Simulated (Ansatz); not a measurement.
## SiPb2 (model cell, started as antifluorite): relaxing the cell for a phonon run: bringing the structure to rest

Ansatz 0.2.0; DFT PBEsol, scalar-relativistic, plane waves, PAW.

The structure was built from a prototype and need not be the compound's stable phase.

It takes space group Fm-3m (No. 225, cubic). The conventional cell has a = 6.961 Å, b = 6.961 Å, c = 6.961 Å, α = 90.00°, β = 90.00°, γ = 90.00°. Si has 8 Pb at 3.01 Å nearest. Nearest to Pb lie 4 Si at 3.01 Å. Farther neighbours are not listed.

The steps of the relaxation:

| step | energy less that of the first step (eV) | largest force component (eV/Å) | pressure (GPa) | volume (Å³) |
| --- | --- | --- | --- | --- |
| 1 | 0.0000 | 0.0000 | 0.59 | 84.34 |
| 2 | -0.0016 | 0.0000 | -0.16 | 85.68 |
| 3 | -0.0018 | 0.0000 | 0.00 | 85.39 |
| 4* | -0.0019 | 0.0000 | 0.00 | 85.39 |

Relaxation steps marked * repeat the geometry before them on a plane-wave basis chosen anew for their cell, so energy and pressure can jump there.

Forces are held to the 48 operations that the run works with; a distortion that breaks them can't arise in this run.

| conventional cell, symmetrised | before | after | change |
| --- | --- | --- | --- |
| a (Å) | 6.961 | 6.990 | +0.4 % |
| b (Å) | 6.961 | 6.990 | +0.4 % |
| c (Å) | 6.961 | 6.990 | +0.4 % |
| volume (Å³/atom) | 28.11 | 28.46 | +1.2 % |

Final coordinates:

```xyz
3
Lattice="0.0000 3.4951 3.4951 3.4951 0.0000 3.4951 3.4951 3.4951 0.0000" Properties=species:S:1:pos:R:3 pbc="T T T"
Si    0.0000    0.0000    0.0000
Pb    1.7475    1.7475    1.7475
Pb    5.2426    5.2426    5.2426
```

Numbers from this step:

- pressure: -0.002253 GPa
- volume per atom: 28.46 Å³

Electrostatic potential energy in the ac plane of a cell with a along [110], b along [-110] and c along [001] of the cube at fractional y = 0.000, with atoms of Si and Pb within 0.2 Å of it. With pseudopotentials it is smooth inside the atoms' cores, unlike the true potential.

Ten even steps from '_' (-35 eV) to '@' (13 eV), each cell a mean:
```
____++%%@@@@@@@@@@@@@@##::______++%%@@@@@@@@@@@@@@##::__
::==##%%@@%%##**##%%@@%%**::::==##%%@@%%##**##%%@@%%**::
##%%%%@@##==....::**%%@@%%####%%%%@@##==....::**%%@@%%##
@@@@@@%%++__....__--##@@@@@@@@@@@@%%++__....__--##@@@@@@
@@@@@@%%==__--==....##@@@@@@@@@@@@%%==__--==....##@@@@@@
@@@@@@%%++__..::__::##@@@@@@@@@@@@%%++__..::__::##@@@@@@
@@@@@@@@##==....::**%%@@@@@@@@@@@@@@##==....::**%%@@@@@@
@@@@@@@@@@%%****##%%@@@@@@@@@@@@@@@@@@%%****##%%@@@@@@@@
@@@@@@@@@@@@@@@@@@@@@@@@@@@@@@@@@@@@@@@@@@@@@@@@@@@@@@@@
@@@@@@@@@@@@@@@@@@@@@@@@@@@@@@@@@@@@@@@@@@@@@@@@@@@@@@@@
@@@@@@@@@@@@%%%%%%@@@@@@@@@@@@@@@@@@@@@@%%%%%%@@@@@@@@@@
@@@@@@@@%%**==--++%%@@@@@@@@@@@@@@@@%%**==--++%%@@@@@@@@
@@@@@@@@**::______==%%@@@@@@@@@@@@@@**::______==%%@@@@@@
@@@@@@%%==__::--..::##@@@@@@@@@@@@%%==__::--..::##@@@@@@
@@@@@@%%==__::--..::##@@@@@@@@@@@@%%==__::--..::##@@@@@@
%%@@@@%%**::______==%%@@@@%%%%@@@@%%**::______==%%@@@@%%
++**%%@@%%**==--++##%%%%##**++**%%@@%%**==--++##%%%%##**
__::**%%@@%%%%%%%%@@@@%%==____::**%%@@%%%%%%%%@@@@%%==__
____==%%@@@@@@@@@@@@@@##..______==%%@@@@@@@@@@@@@@##..__
```
Columns run along a (9.9 Å; values clipped at the 3rd and 97th percentile), rows up along c (7.0 Å), edges of the conventional cell, whose origin can differ from the input's. Atoms in or near the plane, at fractional coordinates: Si at (0.00, 0.00), Si at (0.50, 0.00), Pb at (0.25, 0.25), Pb at (0.75, 0.25), Pb at (0.25, 0.75), Pb at (0.75, 0.75).

ELF in the ac plane of a cell with a along [110], b along [-110] and c along [001] of the cube at fractional y = 0.000, with atoms of Si and Pb within 0.2 Å of it. It is the smooth field of the valence electrons, not physical close to the nuclei.

Ten even steps from '_' (0.01) to '@' (0.75), each cell a mean:
```
**##@@%%++--------==**@@%%##**##@@%%++--------==**@@%%##
%%@@@@##============++%%@@%%%%@@@@##============++%%@@%%
@@@@##++==============**%%@@@@@@##++==============**%%@@
**++========....::======++****++========....::======++**
--::--==++--____..====--::----::--==++--____..====--::--
....::==++==..__::++==--........::==++==..__::++==--....
____..--==++====++++==::..______..--==++====++++==::..__
____..::--==========--..________..::--==========--..____
______..::::------::..____________..::::------::..______
______....::::::::....____________....::::::::....______
______..::--====----::..__________..::--====----::..____
____..--==++++++++==--::..______..--==++++++++==--::..__
__..::==++++--::==++==--..____..::==++++--::==++==--..__
..::::==++--____..====--::....::::==++--____..====--::..
====--====--____..====----======--====--____..====----==
%%##++======--::======++**%%%%##++======--::======++**%%
@@@@%%**====++++======##@@@@@@@@%%**====++++======##@@@@
##%%@@##==--====--==**@@@@####%%@@##==--====--==**@@@@##
%%##@@%%++--::::::==##@@%%##%%##@@%%++--::::::==##@@%%##
```
Columns run along a (9.9 Å), rows up along c (7.0 Å), edges of the conventional cell, whose origin can differ from the input's. Atoms in or near the plane, at fractional coordinates: Si at (0.00, 0.00), Si at (0.50, 0.00), Pb at (0.25, 0.25), Pb at (0.75, 0.25), Pb at (0.25, 0.75), Pb at (0.75, 0.75).

Valence density in the ac plane of a cell with a along [110], b along [-110] and c along [001] of the cube at fractional y = 0.000, with atoms of Si and Pb within 0.2 Å of it. It is the smooth field of the valence electrons, not physical close to the nuclei.

Ten steps, logarithmic in the rise over the least value, from '_' (0.01 × 1e0 e/Å³) to '@' (9.22 × 1e0 e/Å³), each cell a mean:
```
..----::::..::::....::----::..----::::..::::....::----::
------::::--------::::::----------::::--------::::::----
::::::::--==****++==::::::::::::::::--==****++==::::::::
......::==**%%@@##++--::..........::==**%%@@##++--::....
......::==##@@@@%%**--............::==##@@@@%%**--......
____..::==**%%@@##++--..________..::==**%%@@##++--..____
______..--++****++==::..__________..--++****++==::..____
________..::--==--::..______________..::--==--::..______
________....::::....________________....::::....________
__________..........__________________..........________
________..::::::::..________________..::::::::..________
______..::--++++==--..____________..::--++++==--..______
______..--**##%%**==::..__________..--**##%%**==::..____
____..::==##@@@@%%**--....______..::==##@@@@%%**--....__
......::==##@@@@%%**--::..........::==##@@@@%%**--::....
::::::::--**##%%##==--::::::::::::::--**##%%##==--::::::
----::::::==++++==--::::--------::::::==++++==--::::----
::----::::::::::::::::------::----::::::::::::::::------
..::--::::..........::----....::--::::..........::----..
```
Columns run along a (9.9 Å), rows up along c (7.0 Å), edges of the conventional cell, whose origin can differ from the input's. Atoms in or near the plane, at fractional coordinates: Si at (0.00, 0.00), Si at (0.50, 0.00), Pb at (0.25, 0.25), Pb at (0.75, 0.25), Pb at (0.25, 0.75), Pb at (0.75, 0.75).

**Question.** Which input gives these results?

The system, level and task follow from the heading and the kind of results. Meshes, cutoffs and thresholds can't be read from the results; these are the ones that the run used.

input.yaml

```yaml
crystal:
  lattice:
    - [0.0, 3.48073, 3.48073]
    - [3.48073, 0.0, 3.48073]
    - [3.48073, 3.48073, 0.0]
  atoms:
    - { symbol: Si, position: [0.0, 0.0, 0.0] }
    - { symbol: Pb, position: [0.25, 0.25, 0.25] }
    - { symbol: Pb, position: [0.75, 0.75, 0.75] }
kpoints:
  mp_grid: { grid: [10, 10, 10] }
hamiltonian:
  xc: pbesol
scf:
  occupations: { method: gaussian, width: 0.1 }
output:
  forces: true
  stress: true
  eigenvalues: true
  write_density: true
  write_potential: true
  elf: true
  volumetric_format: npy
relax:
  adjacent_minimum: "off"
  f_tol: 0.005
  max_steps: 80
  cell: { stress_tol: 0.05 }
```

Command:

```sh
ansatz run input.yaml --threads 4 --pin off --max-ram 7168MiB --backend cpu --events-out ev --progress --plain --runs-dir out
```

[Logs are printed without paths, hosts, clocks, repeated set-up lines and the standing remarks that a program may print on its own settings, such as how far it seeks lower states.]

[Hosts, paths, dates, database ids (printed as entryN), source tags and the programs' standing remarks are cut or masked in the printed files.]
